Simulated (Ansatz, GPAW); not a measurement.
# Optical response of Ag2IBr (model structure), part 2 of 3

Aim: the dielectric function of Ag2IBr (model structure), and the optical constants that follow from it. The structure is a model built here, which may or may not match a known phase. It was built so: 1 of the 2 Br atoms of the cell replaced by I in the P2_1/m structure of AgBr. The cell is first relaxed with Ansatz.

GPAW 26.7.0; DFT, PBE, plane-wave PAW (GPAW data sets), scalar-relativistic, RPA, optical limit.

So far: The starting structure; Relaxation.

### 3. Ground state

The self-consistent density comes first; it also tells whether there is a gap, which decides the occupations and the need for a Drude term.

This step: DFT, PBE, plane-wave PAW (GPAW data sets), scalar-relativistic, ground state (GPAW 26.7.0).

File gs.py:

```python
from ase import Atoms
from ase.dft.bandgap import bandgap
from gpaw import GPAW, PW, FermiDirac

atoms = Atoms(['I', 'Ag', 'Ag', 'Br'],
              cell=[[4.276455938850, 0.000000000000, 0.043367798850],
                    [0.000000000000, 4.278964404700, 0.000000000000],
                    [-0.060204983649, 0.000000000000, 5.936754151722]],
              scaled_positions=[[0.748991573000, 0.750000000000, 0.250000000000],
                                [0.249101098400, 0.250000000000, 0.250000000000],
                                [0.752160813600, 0.750000000000, 0.750000000000],
                                [0.249746514900, 0.250000000000, 0.750000000000]],
              pbc=[True, True, True])
atoms.calc = GPAW(mode=PW(500), xc='PBE', kpts={'size': (5, 5, 4), 'gamma': True},
                  occupations=FermiDirac(0.05), maxiter=150, txt='gs.txt')
print('energy (eV)', atoms.get_potential_energy())
print('Fermi level (eV)', atoms.calc.get_fermi_level())
print('valence electrons', atoms.calc.get_number_of_electrons())
print('gap (eV)', bandgap(atoms.calc, output=None)[0])
print('direct gap (eV)', bandgap(atoms.calc, direct=True, output=None)[0])
atoms.calc.write('gs.gpw')
```

Started as:

```sh
> OMP_NUM_THREADS=1 python gs.py
```

Numbers of over 12 decimals in the logs are rounded to 6 here.

What it wrote:

```text
__  _  _
 | _ |_)|_||  |
 |__||  | ||/\| - 26.7.0

Versions:
  Python: 3.12.14
  ASE:    3.29.0
  Numpy:  2.5.5
  Scipy:  1.18.1
  Libxc:  7.0.0

Input parameters:
  mode=PW(ecut=500.0),
  kpts=MonkhorstPack(size=(5, 5, 4), gamma=True),
  maxiter=150,
  occupations=Occupations(name='fermi-dirac', width=0.05, fixmagmom=False),
  xc=XC(name='PBE')

Diagonalizing LCAO Hamiltonian
Converting LCAO to pw mode

              Ag
       Br

              I
       Ag

Atoms  # Å, Bohr magnetons
|   | symbol |        x |        y |        z |    initial magnetic moments |
| 0 |      I | 3.187978 | 3.209223 | 1.516671 | ( 0.0000,  0.0000,  0.0000) |
| 1 |     Ag | 1.050219 | 1.069741 | 1.494992 | ( 0.0000,  0.0000,  0.0000) |
| 2 |     Ag | 3.171429 | 3.209223 | 4.485185 | ( 0.0000,  0.0000,  0.0000) |
| 3 |     Br | 1.022876 | 1.069741 | 4.463397 | ( 0.0000,  0.0000,  0.0000) |

Unit cell  # Å
| periodic |         x |        y |        z |  lengths |    angles |
|      yes |  4.276456 | 0.000000 | 0.043368 | 4.276676 | 90.000000 |
|      yes |  0.000000 | 4.278964 | 0.000000 | 4.278964 | 90.000000 |
|      yes | -0.060205 | 0.000000 | 5.936754 | 5.937059 | 90.000000 |

Number of symmetries: 1
Symmetry operations  # r_c * U_cc + t_c -> r_c
|   | kind |            matrix            |
| 0 |  E   |  1, 0, 0,  0, 1, 0,  0, 0, 1 |

BZ-sampling:
  Number of BZ points: 100
  Number of IBZ points: 51

  Monkhorst-Pack size: [5, 5, 4]
  Monkhorst-Pack shift: [0.0, 0.0, 0.125]

K-points  # in reciprocal-cell coordinates
|     |                                coordinates |     weight |
|   0 | (  0.00000000,   0.00000000,   0.00000000) | 0.01000000 |
|   1 | (  0.00000000,   0.00000000,   0.25000000) | 0.02000000 |
|   2 | (  0.00000000,   0.00000000,   0.50000000) | 0.01000000 |
|   3 | (  0.00000000,   0.20000000,  -0.25000000) | 0.02000000 |
|   4 | (  0.00000000,   0.20000000,   0.00000000) | 0.02000000 |
|   5 | (  0.00000000,   0.20000000,   0.25000000) | 0.02000000 |
|   6 | (  0.00000000,   0.20000000,   0.50000000) | 0.02000000 |
|   7 | (  0.00000000,   0.40000000,  -0.25000000) | 0.02000000 |
|   8 | (  0.00000000,   0.40000000,   0.00000000) | 0.02000000 |
|   9 | (  0.00000000,   0.40000000,   0.25000000) | 0.02000000 |
| ... |                                            |            |
|  50 | (  0.40000000,   0.40000000,   0.50000000) | 0.02000000 |

Plane wave coefficients: 2782
Cutoff: 500.0 eV

Spin-components: 1 (collinear spins)
Bands:           32
Projectors:      22
Spin-degeneracy: 2
Datatype:        complex128

Parallelization:
  kpt:    1
  domain: 1
  band:   1

Density:
  Valence electrons: 48.0
  Components: 1
  Grid points: [24 24 32]
  Charge: 0.0  # |e|

Potential:
  Grid points: [24 24 32]

species:
  I:
    name:    Iodine
    id:
    Z:       53.0
    valence: 7
    core:    46
    charge:  0.0  # [|e|]
    compensation charges:
      type: gauss
      rc: 0.37  # [Å]
      lmax: 2
    cutoffs:
      filter: 2.06  # [Å]
      core: 2.90  # [Å]
    projectors
    | kind |    occ | energy [eV] | rcut [Å] |
    |   5s |  2.000 |     -17.382 |    1.164 |
    |   5p |  5.000 |      -7.088 |    1.164 |
    |    s |        |       9.829 |    1.164 |
    |    p |        |      20.123 |    1.164 |
    |    d |        |       0.000 |    1.164 |

    Using partial waves for I as LCAO basis

  Ag:
    name:    Silver
    id:
    Z:       47.0
    valence: 17
    core:    30
    charge:  0.0  # [|e|]
    compensation charges:
      type: gauss
      rc: 0.40  # [Å]
      lmax: 2
    cutoffs:
      filter: 2.35  # [Å]
      core: 2.19  # [Å]
    projectors
    | kind |    occ | energy [eV] | rcut [Å] |
    |   5s |  1.000 |      -4.401 |    1.286 |
    |   4p |  6.000 |     -58.577 |    1.328 |
    |   5p |  0.000 |      -0.738 |    1.328 |
    |   4d | 10.000 |      -7.446 |    1.180 |
    |    s |        |      22.811 |    1.286 |
    |    d |        |      19.766 |    1.180 |

    Using partial waves for Ag as LCAO basis

  Br:
    name:    Bromine
    id:
    Z:       35.0
    valence: 7
    core:    28
    charge:  0.0  # [|e|]
    compensation charges:
      type: gauss
      rc: 0.35  # [Å]
      lmax: 2
    cutoffs:
      filter: 1.98  # [Å]
      core: 2.38  # [Å]
    projectors
    | kind |    occ | energy [eV] | rcut [Å] |
    |   4s |  2.000 |     -20.121 |    1.111 |
    |   4p |  5.000 |      -7.861 |    1.111 |
    |    s |        |       7.091 |    1.111 |
    |    p |        |      19.351 |    1.111 |
    |    d |        |       0.000 |    1.111 |

    Using partial waves for Br as LCAO basis

Reference energy: -553638.696103  # eV

eigensolver:
  PPCG
  Converge bands: occupied
  niter=2

density mixing:
  MSR1-Mixer
  Pratt-step length: 0.05
  Maximum mixing coefficient: 0.75
  Old densities: 10
  SVD Regularization: 0.005
  Good broyden scale: 1.0
  Trust region scale: 1.0
  Backstep threshold: 4.0
  History deletion threshold: 6.0
  Fourier metric: weight=20.0, sigma=0.015

occupation numbers:
  Fermi-Dirac:
    width: 0.0500  # eV

poisson solver:
  ecut: 4000.0  # eV

xc functional:
  name: PBE with 2 nearest neighbor stencil

convergence criteria:
- Maximum [total energy] change in last 3 cyles: 0.0005 eV / valence electron
- Maximum integral of absolute [dens]ity change: 0.0001 electrons / valence electron
- Maximum integral of absolute [eigenst]ate change: 4e-08 eV^2 / valence electron
maximum number of iterations: 150

SCF iterations
|iter     |      energy | eigst |  dens |
|iter:   1||  -10.018298 | -0.79 |       |
|iter:   2||   -9.961216 | -2.86 | -1.62 |
|iter:   3||   -9.785888 | -2.05 | -1.66 |
|iter:   4||   -9.785035 | -3.77 | -2.06 |
|iter:   5||   -9.785398c| -4.12 | -2.42 |
|iter:   6||   -9.785461c| -5.39 | -3.16 |
|iter:   7||   -9.785474c| -6.47 | -3.59 |
|iter:   8||   -9.785478c| -7.22 | -3.95 |
|iter:   9||   -9.785478c| -7.93c| -5.00c|

Converged in 9 steps
SCF loop duration: 106.690 s (11.854 s/step)
Energy contributions relative to reference atoms: (reference = -553638.696103)

Energy contributions:
  Kinetic:          17.284546
  Coulomb:         -17.239375
  Zero:              0.079038
  External:          0.000000
  Xc:               -9.909672
  Entropy:          -0.000031
  Spinorbit:         0.000000
  ----------------------------
  Free energy:      -9.785493
  Extrapolated:     -9.785478

dipole moment: (0.984980, 0.989884, -0.590091)  # |e|*Ang

Fermi level: 4.481
Eigenvalues  # (at kpt = [0.000, 0.000, 0.000])
| band index |      eig [eV] | occ [0-2] |
|          0 |       -49.880 |     2.000 |
|        ... |               |           |
|         16 |         1.439 |     2.000 |
|         17 |         1.439 |     2.000 |
|         18 |         1.511 |     2.000 |
|         19 |         1.514 |     2.000 |
|         20 |         1.553 |     2.000 |
|         21 |         2.409 |     2.000 |
|         22 |         2.512 |     2.000 |
|         23 |         2.514 |     2.000 |
|         24 |         4.797 |     0.004 |
|         25 |         5.196 |     0.000 |
|         26 |        10.195 |     0.000 |
|         27 |        12.966 |     0.000 |
|         28 |        12.969 |     0.000 |
|         29 |        12.983 |     0.000 |
|         30 |        13.174 |     0.000 |
|         31 |        14.173 |     0.000 |

Gap: 0.738 eV
Transition (v -> c):
  (s=0, k=10, n=23, [0.00, 0.40, 0.50]) -> (s=0, k=0, n=24, [0.00, 0.00, 0.00])
Direct/indirect transitions are different
Direct gap: 2.283 eV
Transition at: (s=0, k=0, n=23, [0.00, 0.00, 0.00])

--- standard output ---
energy (eV) -9.785478
Fermi level (eV) 4.480570
valence electrons 48.0
gap (eV) 0.737630
direct gap (eV) 2.282527
```

The job ended after 1.9 min (1 thread of Arm Neoverse N1, shared host; peak memory 0.26 GiB).

Read-outs, printed or worked out from the files:

* energy: -9.785 eV
* Fermi energy: 4.481 eV
* gap on the k-mesh: 0.7376 eV
* direct gap on the mesh: 2.283 eV
* electrons: 48

There is a gap, 0.74 eV on this mesh (points off the mesh can give less), so no carriers' term is needed.

### 4. Bands for the response

At the fixed density, many empty bands are solved on the mesh of the response, since the spectrum sums over them.

This step: DFT, PBE, plane-wave PAW (GPAW data sets), scalar-relativistic, bands at fixed density (GPAW 26.7.0).

File nscf.py:

```python
from ase.dft.bandgap import bandgap
from gpaw import GPAW, FermiDirac

calc = GPAW('gs.gpw').fixed_density(kpts={'size': (7, 7, 6), 'gamma': True}, nbands=81, convergence={'bands': 75},
                                    occupations=FermiDirac(0.001), txt='nscf.txt')
print('gap (eV)', bandgap(calc, output=None)[0])
print('direct gap (eV)', bandgap(calc, direct=True, output=None)[0])
print('top band over the Fermi level (eV)', min(calc.get_eigenvalues(kpt=k)[74] for k in range(len(calc.get_ibz_k_points()))) - calc.get_fermi_level())
calc.write('full.gpw', mode='all')
```

Started as:

```sh
> OMP_NUM_THREADS=1 python nscf.py
```

What it wrote:

```text
Diagonalizing LCAO Hamiltonian
Converting LCAO to pw mode
convergence criteria:
- Maximum integral of absolute [eigenst]ate change: 4e-08 eV^2 / valence electron
maximum number of iterations: 150

SCF iterations
|iter     |      energy | eigst |  dens |
|iter:   1||             | +3.47 |       |
|iter:   2||             | +2.22 |       |
|iter:   3||             | +1.23 |       |
|iter:   4||             | +0.29 |       |
|iter:   5||             | -0.45 |       |
|iter:   6||             | -1.08 |       |
|iter:   7||             | -1.72 |       |
|iter:   8||             | -2.23 |       |
|iter:   9||             | -2.82 |       |
|iter:  10||             | -3.34 |       |
|iter:  11||             | -3.95 |       |
|iter:  12||             | -4.50 |       |
|iter:  13||             | -5.09 |       |
|iter:  14||             | -5.64 |       |
|iter:  15||             | -6.18 |       |
|iter:  16||             | -6.69 |       |
|iter:  17||             | -7.15 |       |
|iter:  18||             | -7.52c|       |
SCF steps: 18
  __  _  _
 | _ |_)|_||  |
 |__||  | ||/\| - 26.7.0

Versions:
  Python: 3.12.14
  ASE:    3.29.0
  Numpy:  2.5.5
  Scipy:  1.18.1
  Libxc:  7.0.0

Input parameters:
  mode=PW(ecut=500.0),
  convergence={'bands': 75},
  gpts=array([24, 24, 32]),
  kpts=MonkhorstPack(size=(7, 7, 6), gamma=True),
  maxiter=150,
  nbands=81,
  occupations=Occupations(name='fermi-dirac', width=0.001, fixmagmom=False),
  parallel={},
  xc=XC(name='PBE')

--- standard output ---
gap (eV) 0.652093
direct gap (eV) 2.282527
top band over the Fermi level (eV) 30.204108
```

Run time: 26 min. Hardware: 1 thread; peak memory 0.81 GiB.

Numbers from this step:

- gap on the k-mesh: 0.6521 eV

(Part 2 of 3 ends here.)

[Machine, clock and banner lines and Python warnings are left out of the logs.]

[Logs are printed without paths, hosts, clocks, repeated set-up lines and the standing remarks that a program may print on its own settings, such as how far it seeks lower states.]

[Hosts, paths, dates, database ids (printed as entryN), source tags and the programs' standing remarks are cut or masked in the printed files.]
